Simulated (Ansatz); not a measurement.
# Stack of 1T-SnS2 under H-SiSi-Cl chair, shifted by a third of the diagonal in a perpendicular field, part 3 of 3

What dipole does a perpendicular field induce in the stack of 1T-SnS2 under H-SiSi-Cl chair, shifted by a third of the diagonal, and does the gap follow? A positive field points along +c.

Ansatz 0.2.0; plane-wave DFT, PBE-D3(BJ), Ansatz PAW (the session's first sound run).

So far, gap along the path (eV): step 3 (single point, field 0) 0.505; step 4 (field 0.1 V/Å) 0.350; step 5 (field -0.1 V/Å) 0.672.

## (7) Single point, field -0.3 V/Å

Input file input.yaml:

```yaml
crystal:
  lattice:
    - [3.7682172677, 0.0, 0.0]
    - [-1.8841086339, 3.2633718808, 0.0]
    - [0.0, 0.0, 28.2897024084]
  atoms:
    - { symbol: S, position: [0.6666666667, 0.3333333333, 0.3181369627] }
    - { symbol: Sn, position: [0.0, 0.0, 0.369299516] }
    - { symbol: S, position: [0.3333333333, 0.6666666667, 0.420438491] }
    - { symbol: Cl, position: [0.0, 0.0, 0.5282647408] }
    - { symbol: Si, position: [0.0, 0.0, 0.601255934] }
    - { symbol: Si, position: [0.6666666667, 0.3333333333, 0.628764963] }
    - { symbol: H, position: [0.6666666667, 0.3333333333, 0.6818630373] }
kpoints:
  mp_grid: { grid: [18, 18, 1] }
  band_path:
    path: [[0, 0, 0], [0.5, 0, 0], [0.33333333, 0.33333333, 0], [0, 0, 0]]
    npoints: 16
hamiltonian:
  xc: pbe
  dispersion: d3bj
scf:
  occupations: { method: fermi_dirac, width: 0.05 }
  convergence: { dr2_threshold: 1.0e-10 }
efield:
  axis: 3
  dipole_correction: true
  ramp_position: 0.97
  ramp_width: 0.06
  amplitude: -0.3
output:
  dos: { projected: true, e_range: [-6, 5] }
  bader: true
  write_potential: true
  write_density: true
  volumetric_format: npy
  elf: true
```

Command:

```
> ansatz run input.yaml --threads 4 --pin off --max-ram 6144MiB --backend cpu --events-out ev --progress --plain --runs-dir out
```

Numbers of over 12 decimals in the logs are rounded to 6 here.

What it wrote:

```text
[...]
Crystal: 7 atoms, lattice volume = 347.881 Å³
Basis set: ecut = 420 eV, 6827 PW (Γ)
Bands: 28, of which v1, the nominal top of the filled ones, is band 21 counted from 1 (20 counted from 0)
Symmetry: 6 space group operations
[...]
k-points: 37 of 324 (time reversal used)
[...]
k-point 36: bands = [... 17 lower, -3.6339, -3.4988, -1.9749, -1.9550, 1.1287, 2.2862, 2.9634, 3.7829, ... 3 higher]
--- Bader charges: 7 sites ---
  site symbol  charge [e]  shift [e]
     0      S     -0.7544     0.0009
     1     Sn      1.5431     0.0017
     2      S     -0.7777     0.0008
     3     Cl     -0.7205     0.0041
     4     Si      0.6908     0.0056
     5     Si      0.6526     0.0132
     6      H     -0.6339     0.0034
  estimated error of the sums over rays = 5.5e-4 e
[key lines of the parts left out:]
SCF converged after 14 iterations
Free energy (F): -10199.000352 eV
Fermi energy:    -0.500436 eV
Dipole field:    D = -0.056954 V/Å  (p = -0.109495 e·Å, saw-weighted, corrected)
```

Wall time 34 s (4 threads of Arm Neoverse V2, shared host); peak memory 0.84 GiB.

The dipole is -0.109 e·Å, -0.193 e·Å from its value without field, and the gap 1.009 eV.

## (8) Response, atoms held

This step: plane-wave DFT, PBE-D3(BJ), Ansatz PAW; response to a field along the normal, atoms held (Ansatz 0.2.0).

The dipoles give the slope, and the difference of two potentials shows where the field is screened.

Numbers from this step:

| Property | Result |
| --- | --- |
| equivalent conductor thickness p/(ε₀AE) | 9.547 Å |
| distance between the outer atoms | 10.29 Å |

Table of dipole of the cell by applied field:

```
applied field (V/Å)  dipole of the cell (e·Å)
             -0.300                    -0.109
             -0.100                    0.0191
              0.000                    0.0836
              0.100                     0.149
              0.500                     0.431
```

Local field over the applied field, running mean. From the potentials at -0.1 and 0.1 V/Å; running mean over 2.5 Å. Local field over applied field against z:

z (Å), local field over applied field and a bar:
```
      4.5      0.999 ##############################
      5.0      0.997 ##############################
      5.5      0.992 ##############################
      6.0      0.975 #############################
      6.5      0.932 ############################
      7.0      0.839 #########################
      7.5      0.692 ####################
      8.0      0.519 ###############
      8.5      0.342 #########
      9.0      0.199 ####
      9.5      0.114 ##
     10.0      0.075 
     10.5      0.062 
     11.0      0.079 #
     11.5      0.122 ##
     12.0      0.205 #####
     12.5      0.320 ########
     13.0      0.417 ###########
     13.5      0.446 ############
     14.0      0.416 ###########
     14.5      0.339 #########
     15.0      0.254 ######
     15.5      0.197 ####
     16.0      0.156 ###
     16.5      0.122 ##
     17.0      0.123 ##
     17.5      0.136 ##
     18.0      0.153 ###
     18.5      0.250 ######
     19.0      0.414 ###########
     19.5      0.569 ################
     20.0      0.709 #####################
     20.5      0.842 #########################
     21.0      0.934 ############################
     21.5      0.977 #############################
     22.0      0.992 ##############################
     22.5      0.998 ##############################
     23.0      0.999 ##############################
     23.5      1.000 ##############################
     24.0      1.000 ##############################
```

Electrons, planar mean, per unit field. Table of induced electron density by z:

```
z (Å)  induced electron density (e/Å³ per V/Å)
  4.5                                   2.9e-6
  5.0                                   1.0e-5
  5.5                                   3.4e-5
  6.0                                   1.1e-4
  6.5                                   3.3e-4
  7.0                                   9.0e-4
  7.5                                  0.00212
  8.0                                  0.00342
  8.5                                  0.00239
  9.0                                  0.00119
  9.5                                   2.1e-4
 10.0                                  -8.3e-4
 10.5                                   6.3e-5
 11.0                                   8.4e-4
 11.5                                  -5.0e-4
 12.0                                 -0.00116
 12.5                                 -0.00258
 13.0                                 -0.00244
 13.5                                  -1.1e-4
 14.0                                  0.00264
 14.5                                  0.00282
 15.0                                   1.1e-5
 15.5                                  -2.2e-4
 16.0                                 -0.00120
 16.5                                   8.6e-4
 17.0                                  0.00274
 17.5                                  -9.0e-4
 18.0                                 -0.00265
 18.5                                  -2.7e-4
 19.0                                 -0.00118
 19.5                                 -0.00325
 20.0                                 -0.00213
 20.5                                  -8.9e-4
 21.0                                  -3.2e-4
 21.5                                  -1.0e-4
 22.0                                  -3.0e-5
 22.5                                  -8.6e-6
 23.0                                  -2.4e-6
 23.5                                  -6.5e-7
 24.0                                  -1.5e-7
```

The smaller of the gaps on the path and on the k-mesh, counted as 0 under 0.03 eV. Table of gap by applied field:

```
applied field (V/Å)  gap (eV)
             -0.300      1.01
             -0.100     0.672
              0.000     0.505
              0.100     0.350
              0.500         0
```

By hand: between -0.1 and 0.1 V/Å the dipole changes by 0.1298 e·Å, a slope of 0.6488 e·Å²/V. A perfect conductor of thickness t has p = ε₀AEt, so t = 180.95 × 0.6488 / 12.297 = 9.55 Å (e/ε₀ = 180.95 V·Å, A in Å²).

The induced dipole is that of a conductor 9.55 Å thick.

## (9) With spin-orbit coupling, k-mesh 12×12×1

This step: plane-wave DFT, PBE, fully relativistic PAW with spin-orbit coupling (Ansatz 0.2.0).

Heavy atoms split their bands by spin-orbit coupling, so this run uses fully relativistic files and two-component states.

input.yaml: that of step 7 with these lines changed.

```diff
@@ -14,3 +14,3 @@
 kpoints:
-  mp_grid: { grid: [18, 18, 1] }
+  mp_grid: { grid: [12, 12, 1] }
   band_path:
@@ -20,6 +20,9 @@
   xc: pbe
-  dispersion: d3bj
+  pseudopotentials: { kind: paw_fr }
+magnetization:
+  noncollinear: true
+  spin_orbit: true
 scf:
   occupations: { method: fermi_dirac, width: 0.05 }
-  convergence: { dr2_threshold: 1.0e-10 }
+  convergence: { dr2_threshold: 1.0e-09 }
 efield:
@@ -29,6 +32,4 @@
   ramp_width: 0.06
-  amplitude: -0.3
+  amplitude: 0
 output:
-  dos: { projected: true, e_range: [-6, 5] }
-  bader: true
   write_potential: true
@@ -36,2 +37 @@
   volumetric_format: npy
-  elf: true
```

What it wrote:

```text
[...]
non-collinear run that drives no moment, with spin-orbit: no starting moment large enough to seed its density (crystal.atoms[].spin), no starting occupations that ask for one, no magnetisation constraint and no magnetic field, so the semilocal B_xc is pinned to zero
Crystal: 7 atoms, lattice volume = 347.881 Å³
Basis set: ecut = 420 eV, 6827 PW (Γ)
Bands: 56, of which v1, the nominal top of the filled ones, is band 42 counted from 1 (41 counted from 0)
Symmetry: 6 space group operations + 6 with time reversal
[...]
k-points: 19 of 144 (time reversal used)
Projection manifold: j_resolved (fully-relativistic pseudo-atomic orbitals)
[...]
SCF iter   1: F=—  HF=-10200.864123 eV  |F-HF|=—  |Δ(HF+E_count)|=         —  Δρ=3.10e-2  dr2=3.80e0  dr2_m=0.00e0 (ungated)  ethr=3.10e-3  |M|=0.00e0 ∫|m|=0.00e0 μB  |m|>n=0.0e0 m-floor=0.0e0 τ_xc=0.0e0  β_m=0.30  p=-0.000 e·Å  D=-9.43e-8 V/Å  ΔV_dip=0.00 eV  dr2_dipole=4.00e-5  V_vac-E_F(+/−)=6.29/6.29 eV  ⟨swp⟩=8.9  Hψ=6246  notcnv=0  defer=22
[...]
SCF iter  14: F=-10199.763814 eV  HF=-10199.763814 eV  |F-HF|=5.28e-11  |Δ(HF+E_count)|=  8.13e-10  Δρ=1.97e-7  dr2=1.58e-10  dr2_m=0.00e0 (ungated)  ethr=2.38e-12  |M|=0.00e0 ∫|m|=0.00e0 μB  |m|>n=0.0e0 m-floor=0.0e0 τ_xc=0.0e0  p=0.084 e·Å  D=4.35e-2 V/Å  ΔV_dip=-1.23 eV  dr2_dipole=1.54e-13  V_vac-E_F(+/−)=4.37/5.60 eV  ⟨swp⟩=2.0  Hψ=2533  notcnv=0
SCF 1 converged in 14 iterations: F = -10199.763814 eV  dr2 = 1.58e-10
[...]
SCF converged after 14 iterations
Magnetization: |M| = 0.0000 μB,  M = (+0.0000, +0.0000, +0.0000) μB
Absolute magnetization: 0.0000 μB (∫|m|)
  site 0: m = (+0.0000, +0.0000, +0.0000) μB, |m| = 0.0000 μB  (R = 1.08 Å)
  site 1: m = (+0.0000, +0.0000, +0.0000) μB, |m| = 0.0000 μB  (R = 1.08 Å)
  site 2: m = (+0.0000, +0.0000, +0.0000) μB, |m| = 0.0000 μB  (R = 1.08 Å)
  site 3: m = (+0.0000, +0.0000, +0.0000) μB, |m| = 0.0000 μB  (R = 0.85 Å)
  site 4: m = (+0.0000, +0.0000, +0.0000) μB, |m| = 0.0000 μB  (R = 0.85 Å)
  site 5: m = (+0.0000, +0.0000, +0.0000) μB, |m| = 0.0000 μB  (R = 0.62 Å)
  site 6: m = (+0.0000, +0.0000, +0.0000) μB, |m| = 0.0000 μB  (R = 0.62 Å)
Free energy (F): -10199.763814 eV
[...]
Internal energy: -10199.763654 eV  (E = F + TS)
E sigma→0 (E₀):  -10199.763734 eV
Entropy (-TS):   -0.000161 eV (-0.023 meV/atom)
Fermi energy:    -0.581725 eV
Dipole field:    D = 0.043513 V/Å  (p = 0.083655 e·Å, saw-weighted, corrected)
Work function:   Φ+ = 4.3679 eV   Φ− = 5.5989 eV
[...]
--- Band table (eV; the first three rows and the last of 19) ---
  k-point 0: bands = [... 38 lower, -0.8485, -0.8485, -0.8077, -0.8077, 0.2127, 0.2127, 1.0869, 1.0869, ... 10 higher]
  k-point 1: bands = [... 38 lower, -1.3949, -1.3948, -0.9744, -0.9744, 0.5052, 0.5055, 1.3732, 1.3779, ... 10 higher]
  k-point 2: bands = [... 38 lower, -1.9486, -1.9484, -1.2960, -1.2960, 0.7804, 0.7810, 1.5594, 1.5653, ... 10 higher]
  k-point 18: bands = [... 38 lower, -2.3186, -2.3065, -2.2915, -2.2819, 0.8002, 0.8005, 2.4540, 2.4548, ... 10 higher]
```

Elapsed: 76 s, on 4 threads; peak memory 2.1 GiB.

Numbers from this step:

| Quantity | Value |
| --- | --- |
| energy at zero smearing | -10199.7637 eV |
| dipole along the normal | 0.08365 e·Å |
| gap along the path | 0.4914 eV |
| smallest direct gap along the path | 1.020 eV |
| step between the vacuum levels | -1.231 eV |
| ionisation energy, upper face | 4.594 eV |
| electron affinity, upper face | 4.103 eV |
| ionisation energy, lower face | 5.825 eV |
| gap, the smaller of path and mesh | 0.4914 eV |

The electronic bands at the labelled points (eV, zero at the Fermi level of the run, which the smearing sets inside the gap):

```
  point  band 39  band 40  band 41  band 42  band 43  band 44  band 45  band 46
      Γ    -0.27    -0.27    -0.23    -0.23     0.79     0.79     1.67     1.67
halfway    -1.40    -1.40    -1.04    -1.04     1.12     1.12     1.99     1.99
      M    -1.57    -1.57    -1.47    -1.47     0.27     0.27     1.60     1.60
halfway    -1.85    -1.85    -1.54    -1.54     0.99     0.99     2.71     2.72
      K    -1.74    -1.72    -1.71    -1.70     1.38     1.38     3.04     3.04
halfway    -1.74    -1.73    -1.42    -1.42     1.40     1.40     2.70     2.71
      Γ    -0.27    -0.27    -0.23    -0.23     0.79     0.79     1.67     1.67
```

The gap is 0.49 eV, with the valence edge 4.59 eV and the conduction edge 4.10 eV under the upper vacuum level.

## (10) With spin-orbit coupling, k-mesh 12×12×1, field 0.3 V/Å

The same in a field along the normal.

input.yaml: that of step 9 with these lines changed.

```diff
@@ -15,5 +15,3 @@
   mp_grid: { grid: [12, 12, 1] }
-  band_path:
-    path: [[0, 0, 0], [0.5, 0, 0], [0.33333333, 0.33333333, 0], [0, 0, 0]]
-    npoints: 16
+  band_path: { path: [[0, 0, 0], [0.12, 0, 0]], npoints: 24 }
 hamiltonian:
@@ -32,3 +30,3 @@
   ramp_width: 0.06
-  amplitude: 0
+  amplitude: 0.3
 output:
```

What it wrote:

```text
[...]
Crystal: 7 atoms, lattice volume = 347.881 Å³
Basis set: ecut = 420 eV, 6827 PW (Γ)
Bands: 56, of which v1, the nominal top of the filled ones, is band 42 counted from 1 (41 counted from 0)
Symmetry: 6 space group operations + 6 with time reversal
[...]
k-points: 19 of 144 (time reversal used)
[...]
k-point 1: bands = [... 38 lower, -1.3188, -1.3187, -0.8964, -0.8964, 0.2360, 0.2373, 1.4646, 1.4723, ... 10 higher]
  k-point 2: bands = [... 38 lower, -2.2160, -2.2151, -1.2205, -1.2205, 0.5104, 0.5105, 1.6511, 1.6577, ... 10 higher]
  k-point 18: bands = [... 38 lower, -2.6043, -2.5920, -2.5356, -2.5287, 0.5315, 0.5316, 2.5487, 2.5496, ... 10 higher]
[key lines of the parts left out:]
SCF converged after 13 iterations
Magnetization: |M| = 0.0000 μB,  M = (+0.0000, +0.0000, +0.0000) μB
Free energy (F): -10199.818966 eV
Fermi energy:    -0.680510 eV
Dipole field:    D = 0.149556 V/Å  (p = 0.287524 e·Å, saw-weighted, corrected)
```

The job ended after 58 s (4 threads; peak memory 2.1 GiB; 3.8 min of CPU time).

This step gave:

* energy at zero smearing: -10199.8179 eV
* dipole along the normal: 0.2875 e·Å
* gap along the path: 0.6730 eV
* smallest direct gap along the path: 0.6730 eV
* gap, the smaller of path and mesh: 0.1418 eV

The dipole is 0.288 e·Å, and the gap 0.142 eV.

## (11) Spin splitting near the zone centre

This step: plane-wave DFT, PBE, fully relativistic PAW with spin-orbit coupling; spin splitting near the zone centre (Ansatz 0.2.0).

Levels that meet at the zone centre are followed outwards; a split that grows in proportion to k gives the Rashba parameter as ΔE/2k.

This step gave:

```yaml
largest_split_over_2k_that_stays_linear_in_k: 0.1316 eV Å
```

Groups of levels that meet at the zone centre and whose split, tested at two k, grows in proportion to k or stays under 1 meV; groups that fail this test are left out. Spin splitting, by row:

```
level at the first point (eV from the Fermi level)  states  split at k = 0.029 1/A (eV)  split over 2k (eV Å)
                                            -2.146       2                       0.0076                0.1316
                                            -1.659       2                      2.00e-4                     0
                                           -0.0891       2                      2.00e-4                     0
                                           -0.0486       2                            0                     0
                                            0.6244       2                      5.00e-4                     0
                                             1.855       2                       0.0013               0.02251
                                             2.086       2                       0.0011               0.01904
```

## (12) Varying the input: basis.ecutwfc = "550 eV"

This step: plane-wave DFT, PBE-D3(BJ), Ansatz PAW (Ansatz 0.2.0).

A run with a changed input: it repeats the earlier run at 0.1 V/Å with basis.ecutwfc to 550 eV.

input.yaml, the sections that differ from step 10:

```yaml
kpoints:
  mp_grid: { grid: [18, 18, 1] }
  band_path:
    path: [[0, 0, 0], [0.5, 0, 0], [0.33333333, 0.33333333, 0], [0, 0, 0]]
    npoints: 16
hamiltonian:
  xc: pbe
  dispersion: d3bj
scf:
  occupations: { method: fermi_dirac, width: 0.05 }
  convergence: { dr2_threshold: 1.0e-10 }
efield:
  axis: 3
  dipole_correction: true
  ramp_position: 0.97
  ramp_width: 0.06
  amplitude: 0.1
basis:
  ecutwfc: "550 eV"
# crystal, output: as in step 10
# magnetization: removed
```

What it wrote:

```text
[...]
Crystal: 7 atoms, lattice volume = 347.881 Å³
Basis set: ecut = 550 eV, 10111 PW (Γ)
Bands: 28, of which v1, the nominal top of the filled ones, is band 21 counted from 1 (20 counted from 0)
Symmetry: 6 space group operations
[...]
k-points: 37 of 324 (time reversal used)
[...]
SCF iter   1: F=—  HF=-10200.117342 eV  |F-HF|=—  |Δ(HF+E_count)|=         —  Δρ=3.09e-2  dr2=3.80e0  ethr=3.10e-3  p=0.079 e·Å  D=4.09e-2 V/Å  ΔV_dip=-1.16 eV  dr2_dipole=9.82e-4  V_vac-E_F(+/−)=7.03/5.59 eV  ⟨swp⟩=11.5  Hψ=6765  notcnv=0
[...]
SCF iter  15: F=-10199.013300 eV  HF=-10199.013300 eV  |F-HF|=1.46e-11  |Δ(HF+E_count)|=  2.24e-10  Δρ=6.47e-8  dr2=3.71e-11  ethr=1.00e-12  p=0.149 e·Å  D=7.74e-2 V/Å  ΔV_dip=-2.19 eV  dr2_dipole=1.08e-12  V_vac-E_F(+/−)=5.21/4.81 eV  ⟨swp⟩=12.5  Hψ=3940  notcnv=0
SCF 1 converged in 15 iterations: F = -10199.013300 eV  dr2 = 3.71e-11
[...]
SCF converged after 15 iterations
Free energy (F): -10199.013300 eV
[...]
Internal energy: -10199.012835 eV  (E = F + TS)
E sigma→0 (E₀):  -10199.013067 eV
Entropy (-TS):   -0.000465 eV (-0.066 meV/atom)
Fermi energy:    -0.618957 eV
Dipole field:    D = 0.077438 V/Å  (p = 0.148876 e·Å, saw-weighted, corrected)
Work function:   not extracted (applied field tilts the vacuum); planar V_es + V_field profile in the machine report
[...]
--- Band table (eV; the first three rows and the last of 37) ---
  k-point 0: bands = [... 17 lower, -2.2027, -2.2027, -0.7807, -0.7807, 0.1014, 1.1358, 1.6008, 2.9508, ... 3 higher]
  k-point 1: bands = [... 17 lower, -2.2966, -2.1489, -1.0665, -0.8497, 0.2509, 1.2982, 1.7844, 2.8800, ... 3 higher]
  k-point 2: bands = [... 17 lower, -2.4177, -2.0836, -1.6605, -1.0261, 0.5328, 1.5307, 2.1726, 2.7179, ... 3 higher]
  k-point 36: bands = [... 17 lower, -3.5168, -3.3337, -2.4272, -2.3859, 0.6890, 2.5044, 3.2229, 3.9990, ... 3 higher]
```

The job ended after 27 s (4 threads; peak memory 1.1 GiB; 1.7 min of CPU time).

Numbers from this step:

```yaml
energy_at_zero_smearing: -10199.0131 eV
dipole_along_the_normal: 0.1489 e·Å
gap_along_the_path: 0.3506 eV
smallest_direct_gap_along_the_path: 0.8821 eV
gap_the_smaller_of_path_and_mesh: 0.3506 eV
```

Electronic bands along the path, in eV, zero at the Fermi level of the run, which the smearing sets inside the gap:

```
  point  band 18  band 19  band 20  band 21  band 22  band 23  band 24  band 25
      Γ    -1.58    -1.58    -0.16    -0.16     0.72     1.75     2.22     3.57
halfway    -2.42    -1.68    -1.48    -0.96     1.05     2.08     3.13     3.48
      M    -2.92    -1.67    -1.63    -1.42     0.19     1.69     2.61     3.36
halfway    -2.96    -2.24    -1.92    -1.61     0.91     2.81     3.50     4.20
      K    -2.90    -2.71    -1.81    -1.77     1.31     3.12     3.84     4.62
halfway    -2.42    -2.04    -1.68    -1.47     1.32     2.79     3.79     4.01
      Γ    -1.58    -1.58    -0.16    -0.16     0.72     1.75     2.22     3.57
```

```
                               quantity  this run  earlier run  difference
          dipole along the normal (e·Å)    0.1489       0.1489     -1.9e-5
                gap along the path (eV)    0.3506       0.3504      1.9e-4
smallest direct gap along the path (eV)    0.8821       0.8819      1.8e-4
```

Nothing in the table moves by 0.01 in its unit (for the dipole 0.5 % and 5e-5 e·Å).

## (13) Results

```yaml
gap_without_field: 0.505 eV
ionisation_energy_upper_face: 4.61 eV
electron_affinity_upper_face: 4.11 eV
step_between_the_vacuum_levels: -1.23 eV
equivalent_conductor_thickness_atoms_held: 9.55 Å
largest_split_over_2k_that_stays_linear_in_k_at_0p3_v_a: 0.132 eV Å
```

In words: The induced dipole equals that of a perfect conductor 9.55 Å thick, while the outer atoms lie 10.29 Å apart; an out-of-plane ε follows only once a thickness t is chosen, by 1 − 1/ε = 9.55 Å / t. The two faces differ: the vacuum level above lies 1.23 eV lower than the one below. The gap of 0.50 eV is closed at 0.5 V/Å. With the field reversed the gap is 1.01 eV at -0.3 V/Å. Semilocal functionals give gaps that are too small, and excitons are not included. The field series itself is without spin-orbit coupling.

[Logs are printed without paths, hosts, clocks, repeated set-up lines and the standing remarks that a program may print on its own settings, such as how far it seeks lower states.]

[Hosts, paths, dates, database ids (printed as entryN), source tags and the programs' standing remarks are cut or masked in the printed files.]

[Maps of the electrostatic potential energy from Ansatz leave out the sawtooth potential of an applied field or a dipole correction, so their vacuum need not be flat; planar profiles and work functions include it.]
